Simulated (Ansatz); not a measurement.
# Sc on Ir(111): change of the work function, part 3 of 4

How does one ordered layer of Sc (fcc site) change the work function of Ir(111), and what dipole does each adsorbate carry?

Ansatz 0.2.0; plane-wave DFT, PBE-D3(BJ), Ansatz PAW (the session's first sound run).

So far, work function, upper face (eV): step 2 (the clean slab) 5.48; step 3 (17 atoms, coverage 0.25 ML, cell 2x2) 2.00.

## 5. Another level of theory, functional PBEsol

This step: plane-wave DFT, PBEsol, Ansatz PAW (Ansatz 0.2.0).

The geometry is kept and the functional is PBEsol; other changes against the main runs: no dispersion term, which doesn't act on the electrons.

The input, input.yaml:

```yaml
crystal:
  lattice:
    - [5.4305800796, 0.0, 0.0]
    - [2.7152900398, 4.7030203062, 0.0]
    - [0.0, 0.0, 27.4606856015]
  atoms:
    - { symbol: Ir, position: [0.0, 0.0, 0.3277412709] }
    - { symbol: Ir, position: [0.1666666667, 0.1666666667, 0.4084757823] }
    - { symbol: Ir, position: [0.3335481906, 0.3335481906, 0.4892735238] }
    - { symbol: Ir, position: [-0.0046313257, -0.0046313257, 0.5698706711] }
    - { symbol: Ir, position: [0.0, 0.5, 0.3277412709] }
    - { symbol: Ir, position: [0.1666666667, 0.6666666667, 0.4084757823] }
    - { symbol: Ir, position: [0.3335481906, 0.8329036187, 0.4892735238] }
    - { symbol: Ir, position: [-0.0046313257, 0.5092626513, 0.5698706711] }
    - { symbol: Ir, position: [0.5, 0.0, 0.3277412709] }
    - { symbol: Ir, position: [0.6666666667, 0.1666666667, 0.4084757823] }
    - { symbol: Ir, position: [0.8329036187, 0.3335481906, 0.4892735238] }
    - { symbol: Ir, position: [0.5092626513, -0.0046313257, 0.5698706711] }
    - { symbol: Ir, position: [0.5, 0.5, 0.3277412709] }
    - { symbol: Ir, position: [0.6666666667, 0.6666666667, 0.4084757823] }
    - { symbol: Ir, position: [0.8333333333, 0.8333333333, 0.4859300492] }
    - { symbol: Ir, position: [0.5, 0.5, 0.5711975988] }
    - { symbol: Sc, position: [0.1666666667, 0.1666666667, 0.6409619432] }
kpoints:
  mp_grid: { grid: [7, 7, 1] }
hamiltonian:
  xc: pbesol
scf:
  occupations: { method: fermi_dirac, width: 0.1 }
  convergence: { dr2_threshold: 1.0e-08 }
efield:
  axis: 3
  dipole_correction: true
  ramp_position: 0.97
  ramp_width: 0.06
output:
  write_potential: true
  write_density: true
  volumetric_format: npy
```

The run is started by

```sh
ansatz run input.yaml --threads 4 --pin off --max-ram 6144MiB --backend cpu --events-out ev --progress --plain --runs-dir out
```

The log of the run:

```text
[...]
Crystal: 17 atoms, lattice volume = 701.349 Å³
Basis set: ecut = 420 eV, 13657 PW (Γ)
Bands: 170, of which v1, the nominal top of the filled ones, is band 142 counted from 1 (141 counted from 0)
Symmetry: 6 space group operations
[...]
k-points: 8 of 49 (time reversal used)
[...]
SCF iter   1: F=—  HF=-190889.430977 eV  |F-HF|=—  |Δ(HF+E_count)|=         —  Δρ=9.12e-3  dr2=3.55e0  ethr=1.77e-3  p=0.423 e·Å  D=1.09e-1 V/Å  ΔV_dip=-2.99 eV  dr2_dipole=2.27e-3  V_vac-E_F(+/−)=2.27/5.27 eV  ⟨swp⟩=8.1  Hψ=5682  notcnv=0  defer=3
[...]
SCF iter  11: F=-190889.308307 eV  HF=-190889.308307 eV  |F-HF|=4.63e-9  |Δ(HF+E_count)|=   1.40e-8  Δρ=5.21e-7  dr2=3.46e-9  ethr=3.53e-12  p=0.512 e·Å  D=1.32e-1 V/Å  ΔV_dip=-3.63 eV  dr2_dipole=1.57e-10  V_vac-E_F(+/−)=2.01/5.63 eV  ⟨swp⟩=13.4  Hψ=3766  notcnv=0
SCF 1 converged in 11 iterations: F = -190889.308307 eV  dr2 = 3.46e-9
[...]
SCF converged after 11 iterations
Free energy (F): -190889.308307 eV
[...]
Internal energy: -190888.698778 eV  (E = F + TS)
E sigma→0 (E₀):  -190889.003543 eV
Entropy (-TS):   -0.609529 eV (-35.855 meV/atom)
Fermi energy:    6.179159 eV
Dipole field:    D = 0.132019 V/Å  (p = 0.511692 e·Å, saw-weighted, corrected)
Work function:   Φ+ = 2.0056 eV   Φ− = 5.6310 eV
[...]
--- Band table (eV; the first three rows and the last of 8) ---
  k-point 0: bands = [... 138 lower, 6.7895, 6.8062, 6.8830, 6.8830, 7.0705, 7.0705, 7.1661, 7.1697, ... 24 higher]
  k-point 1: bands = [... 138 lower, 6.5755, 6.5813, 6.6382, 6.6874, 6.8338, 6.8396, 6.8925, 6.9258, ... 24 higher]
  k-point 2: bands = [... 138 lower, 5.8713, 5.9670, 6.0711, 6.2125, 6.3007, 6.3578, 6.3698, 6.6237, ... 24 higher]
  k-point 7: bands = [... 138 lower, 5.7796, 5.8379, 5.8408, 5.9059, 6.1366, 6.1486, 6.3305, 6.4894, ... 24 higher]
```

It took 39 s on 4 threads of Arm Neoverse V2, shared host; peak memory 2.8 GiB.

Read from the output:

```yaml
energy_at_zero_smearing: -190889.0035 eV
work_function_upper_face: 2.006 eV
work_function_lower_face: 5.631 eV
dipole_along_the_normal: 0.5117 e·Å
step_between_the_vacuum_levels: -3.625 eV
```

The work function comes to 2.01 eV, +0.00 eV from the first level.

## 6. Another level of theory, functional LDA

This step: plane-wave DFT, LDA, Ansatz PAW (Ansatz 0.2.0).

The geometry is kept and the functional is LDA; other changes against the main runs: no dispersion term, which doesn't act on the electrons.

input.yaml: that of step 5 with these lines changed.

```diff
@@ -26,3 +26,3 @@
 hamiltonian:
-  xc: pbesol
+  xc: lda
 scf:
```

The log of the run:

```text
[...]
Crystal: 17 atoms, lattice volume = 701.349 Å³
Basis set: ecut = 420 eV, 13657 PW (Γ)
Bands: 170, of which v1, the nominal top of the filled ones, is band 142 counted from 1 (141 counted from 0)
Symmetry: 6 space group operations
[...]
k-points: 8 of 49 (time reversal used)
[...]
SCF iter   1: F=—  HF=-188696.221359 eV  |F-HF|=—  |Δ(HF+E_count)|=         —  Δρ=8.77e-3  dr2=3.36e0  ethr=1.77e-3  p=0.423 e·Å  D=1.09e-1 V/Å  ΔV_dip=-2.99 eV  dr2_dipole=2.74e-3  V_vac-E_F(+/−)=2.49/5.49 eV  ⟨swp⟩=8.2  Hψ=5700  notcnv=0  defer=6
[...]
SCF iter  11: F=-188696.108342 eV  HF=-188696.108342 eV  |F-HF|=9.60e-10  |Δ(HF+E_count)|=   7.45e-9  Δρ=2.56e-7  dr2=7.87e-10  ethr=3.53e-12  p=0.513 e·Å  D=1.32e-1 V/Å  ΔV_dip=-3.64 eV  dr2_dipole=2.33e-11  V_vac-E_F(+/−)=2.22/5.86 eV  ⟨swp⟩=12.5  Hψ=3248  notcnv=0
SCF 1 converged in 11 iterations: F = -188696.108342 eV  dr2 = 7.87e-10
[...]
SCF converged after 11 iterations
Free energy (F): -188696.108342 eV
[...]
Internal energy: -188695.495749 eV  (E = F + TS)
E sigma→0 (E₀):  -188695.802046 eV
Entropy (-TS):   -0.612593 eV (-36.035 meV/atom)
Fermi energy:    5.970147 eV
Dipole field:    D = 0.132421 V/Å  (p = 0.513250 e·Å, saw-weighted, corrected)
Work function:   Φ+ = 2.2223 eV   Φ− = 5.8587 eV
[...]
--- Band table (eV; the first three rows and the last of 8) ---
  k-point 0: bands = [... 138 lower, 6.5826, 6.6283, 6.6750, 6.6750, 6.8757, 6.8757, 6.9533, 6.9572, ... 24 higher]
  k-point 1: bands = [... 138 lower, 6.3690, 6.3767, 6.4291, 6.4798, 6.6277, 6.6291, 6.6797, 6.7288, ... 24 higher]
  k-point 2: bands = [... 138 lower, 5.6634, 5.7608, 5.8609, 6.0003, 6.0908, 6.1474, 6.1607, 6.4089, ... 24 higher]
  k-point 7: bands = [... 138 lower, 5.5688, 5.6269, 5.6347, 5.6967, 5.9245, 5.9365, 6.1174, 6.2764, ... 24 higher]
```

Run time: 39 s. Hardware: 4 threads; peak memory 2.7 GiB.

Read from the output:

| Property | Result |
| --- | --- |
| energy at zero smearing | -188695.8020 eV |
| work function, upper face | 2.222 eV |
| work function, lower face | 5.859 eV |
| dipole along the normal | 0.5133 e·Å |
| step between the vacuum levels | -3.636 eV |

The work function comes to 2.22 eV, +0.22 eV from the first level.

## 7. Another level of theory, functional revpbe

This step: plane-wave DFT, revPBE, Ansatz PAW (Ansatz 0.2.0).

The geometry is kept and the functional is revPBE; other changes against the main runs: no dispersion term, which doesn't act on the electrons.

input.yaml: that of step 6 with these lines changed.

```diff
@@ -26,3 +26,3 @@
 hamiltonian:
-  xc: lda
+  xc: revpbe
 scf:
```

The log of the run:

```text
[...]
Crystal: 17 atoms, lattice volume = 701.349 Å³
Basis set: ecut = 420 eV, 13657 PW (Γ)
Bands: 170, of which v1, the nominal top of the filled ones, is band 142 counted from 1 (141 counted from 0)
Symmetry: 6 space group operations
[...]
k-points: 8 of 49 (time reversal used)
[...]
k-point 0: bands = [... 138 lower, 6.9627, 6.9879, 7.0897, 7.0897, 7.2916, 7.2916, 7.3724, 7.3758, ... 24 higher]
  k-point 1: bands = [... 138 lower, 6.7776, 6.7997, 6.8475, 6.8883, 7.0343, 7.0523, 7.1017, 7.1172, ... 24 higher]
  k-point 2: bands = [... 138 lower, 6.0855, 6.1930, 6.2822, 6.4245, 6.5094, 6.5696, 6.5794, 6.8384, ... 24 higher]
  k-point 7: bands = [... 138 lower, 5.9944, 6.0529, 6.0580, 6.1176, 6.3535, 6.3659, 6.5449, 6.7057, ... 24 higher]
[key lines of the parts left out:]
SCF converged after 11 iterations
Free energy (F): -193251.968164 eV
Fermi energy:    6.392559 eV
Dipole field:    D = 0.127482 V/Å  (p = 0.494107 e·Å, saw-weighted, corrected)
Work function:   Φ+ = 1.8625 eV   Φ− = 5.3632 eV
```

The job ended after 39 s (4 threads; peak memory 2.8 GiB).

The work function comes to 1.86 eV, -0.14 eV from the first level.

## 8. Side by side

Times are for 4 threads of Arm Neoverse V2, shared host. The series side by side:

| no. | functional | work function, upper face (eV) | dipole along the normal (e·Å) | time | memory (GiB) |
| --- | --- | --- | --- | --- | --- |
| 1 | pbesol | 2.006 | 0.5117 | 39 s | 2.8 |
| 2 | lda | 2.222 | 0.5133 | 39 s | 2.7 |
| 3 | revpbe | 1.863 | 0.4941 | 39 s | 2.8 |

(Part 3 of 4 ends here.)

[Long decimals in the printed logs are rounded to 6 places.]

[Logs are printed without paths, hosts, clocks, repeated set-up lines and the standing remarks that a program may print on its own settings, such as how far it seeks lower states.]

[Hosts, paths, dates, database ids (printed as entryN), source tags and the programs' standing remarks are cut or masked in the printed files.]

[Maps of the electrostatic potential energy from Ansatz leave out the sawtooth potential of an applied field or a dipole correction, so their vacuum need not be flat; planar profiles and work functions include it.]
